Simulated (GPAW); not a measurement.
## 1 ML Cr on Mo(110), 2 substrate layers: exchange couplings by hand from total energies

Can a spin model with one coupling foretell the energy of a further order of 1 ML Cr on Mo(110), 2 substrate layers?

Calculated with GPAW 26.7.0; revPBE; plane waves with GPAW's PAW setups, scalar-relativistic.

### Step 1. Starting point

The cell holds 3 atoms: 2 Mo and 1 Cr. Its edges and angles: a = 2.725 Å, b = 2.725 Å, c = 18.348 Å, α = 90.0°, β = 90.0°, γ = 109.5°. pseudomorphic film on the substrate's lattice, hard-sphere layer spacings, unrelaxed, 14 A of vacuum. Vacuum lies along c.

Coordinates:

```
Mo Cr
1.0
     1.57342   -2.22514    0.00000
     1.57342    2.22514    0.00000
     0.00000    0.00000   18.34830
Mo Cr
2 1
Direct
  0.00000 0.00000 0.38151
  0.50000 0.50000 0.50278
  0.00000 0.00000 0.61849
```

### Step 2. The parallel order

All energies count from this run.

The input, order1.py:

```python
import json
import numpy as np
from ase import Atoms
from ase.parallel import paropen, parprint
from gpaw import GPAW

atoms = Atoms(['Mo', 'Mo', 'Cr'],
    cell=[[1.573415, -2.225145, 0.0],
         [1.573415, 2.225145, 0.0],
         [0.0, 0.0, 18.348301]],
    scaled_positions=[[0.0, 0.0, 0.381507],
         [0.5, 0.5, 0.502779],
         [0.0, 0.0, 0.618493]],
    pbc=True,
    magmoms=[0.0, 0.0, 2.5])
atoms.calc = GPAW(mode={'name': 'pw', 'ecut': 550},
    xc='revPBE',
    kpts={'size': (10, 10, 1), 'gamma': True},
    occupations={'name': 'fermi-dirac', 'width': 0.1},
    convergence={'density': 1e-05, 'energy': 1e-05},
    maxiter=200,
    symmetry={'tolerance': 1e-4},
    txt='order1.txt')
e = atoms.get_potential_energy(force_consistent=True)
res = {'free_energy': e, 'energy_sigma0': atoms.get_potential_energy(), 'fermi_energy': atoms.calc.get_fermi_level()}
res['moments'] = atoms.get_magnetic_moments().tolist()
res['total'] = atoms.get_magnetic_moment()
parprint('site moments (muB):', np.round(res['moments'], 3))
parprint(f"total moment: {res['total']:.3f} muB")
parprint(f'free energy: {e:.6f} eV')
atoms.calc.write('order1.gpw')
with paropen('results.json', 'w') as f:
    json.dump(res, f)
```

Run with:

```console
> OMP_NUM_THREADS=1 mpirun -n 2 gpaw python order1.py > order1.log
```

The log of the run:

```text
site moments (muB): [ 0.061 -0.28   2.481]
total moment: 2.732 muB
free energy: -27.881261 eV

--- order1.txt ---
Input parameters:
  mode=PW(ecut=550),
  convergence={'density': 1e-05, 'energy': 1e-05},
  kpts=MonkhorstPack(size=(10, 10, 1), gamma=True),
  maxiter=200,
  occupations=Occupations(name='fermi-dirac', width=0.1),
  symmetry=Symmetry(tolerance=0.0001),
  xc=XC(name='revPBE')

Diagonalizing LCAO Hamiltonian
[...]
|         12 |        -0.321 |     1.000 |        -0.002 |     1.000 |
|         13 |         0.108 |     1.000 |         0.454 |     1.000 |
[...]
|         22 |         3.230 |     0.000 |         3.695 |     0.000 |
|         23 |         3.429 |     0.000 |         3.825 |     0.000 |
|         24 |         3.731 |     0.000 |         3.985 |     0.000 |
|         25 |         4.066 |     0.000 |         4.410 |     0.000 |

No gap
No difference between direct/indirect transitions

[key lines of the parts left out:]
Free energy:     -27.881261
Converged in 35 steps
dipole moment: (-19.356090, 0.000000, 0.055083)  # |e|*Ang
Fermi level: 1.753
```

The job ended after 2.4 min (2 MPI ranks of Arm Neoverse V1, shared host; peak memory 0.55 GiB; 4.9 min of CPU time).

Spin moment in the augmentation sphere by atom:

```
atom  spin moment in the augmentation sphere (μB)
 Mo1                                         0.06
 Mo2                                        -0.28
 Cr3                                         2.48
```

Read from the output:

```
magnetization : 2.732 μB
final state   : ferromagnetic
```

After 35 cycles the largest moment stands at 2.48 μB.

### Step 3. The orders used for the fit

The other orders were run with the same settings, on meshes that hold the same points. Free energies (smearing 0.1 eV, its entropy term included) are divided by the number of Cr atoms; q is in fractions of the reciprocal vectors of the first run's cell.

```
            order  atoms     mesh  free energy (eV)  eV per Cr  largest moment (μB)
              F +      3  10×10×1          -27.8813   -27.8813                 2.48
AF q=(0,1/2,0) +-      6   10×5×1          -56.2094   -28.1047                 2.82
```

### Step 4. Counting neighbours

With E = −Σ J e_i·e_j over ordered pairs of unit vectors, turning a neighbour from parallel to opposed costs 2J a Cr atom. So an order lies 2 Σ n J over the parallel one, n being the opposed neighbours in each shell.

```
shell  distance (Å)  neighbours  opposed in AF q=(0,1/2,0) +-  opposed in AF q=(1/2,1/2,0) +-
   J1          2.73           4                             2                               4
   J2          3.15           2                             2                               0
```

Only J1 is kept.

### Step 5. Solving

```
2 × 2 × J1 = -223.46 meV    (AF q=(0,1/2,0) +-)
J1 = -55.86 meV
```

### Step 6. The test

The couplings now give the orders that were left out:

```
2 × 4 × (-55.86) = -446.88 meV    (AF q=(1/2,1/2,0) +-)
```

The runs themselves:

```
              order  atoms    mesh  free energy (eV)  eV per Cr  largest moment (μB)  over the parallel order (meV)  foretold (meV)
AF q=(1/2,1/2,0) +-      6  5×10×1          -56.5234   -28.2617                 2.82                        -380.45         -446.88
```

### Step 7. One more shell

The miss asks for the next shell, which takes one more order into the fit and leaves none for a test.

```
2 × 2 × J1 + 2 × 2 × J2 = -223.46 meV    (AF q=(0,1/2,0) +-)
2 × 4 × J1 = -380.45 meV    (AF q=(1/2,1/2,0) +-)
J1 = -47.56 meV
J2 = -8.31 meV
```

### Step 8. What came out

```
J1 (Cr–Cr at 2.73 Å)                : -55.9 meV
largest miss on the orders left out : 66 meV
J1 with 2 shells                    : -47.6 meV
J2 with 2 shells                    : -8.31 meV
```

The model misses the order left out by 66 meV, 17 % of the span of the orders, so it holds only roughly. With the next shell added the couplings are J1 = -47.56 and J2 = -8.31 meV, untested. The first dropped shell that the test feels is J2 at 3.15 Å. The site moments spread by 12 % over the orders, so moments are not rigid and part of the miss lies outside a spin model. In a metal couplings reach far, and the mesh was not tested. The couplings are effective ones: further shells with opposed neighbours are folded into them or show in the miss. No mean-field temperature is given: it needs a model that holds, an unfrustrated order and couplings in all three dimensions.

[Logs and program files are shortened in this print: banners, set-up blocks, solver, clock and traceback lines can be left out without a mark of their own.]

[Logs are printed without paths, hosts, clocks, repeated set-up lines and the standing remarks that a program may print on its own settings, such as how far it seeks lower states.]

[Hosts, paths, dates, database ids (printed as entryN), source tags and the programs' standing remarks are cut or masked in the printed files.]

[Where a cell is said to come from a database of computed structures, the database is the Materials Project.]
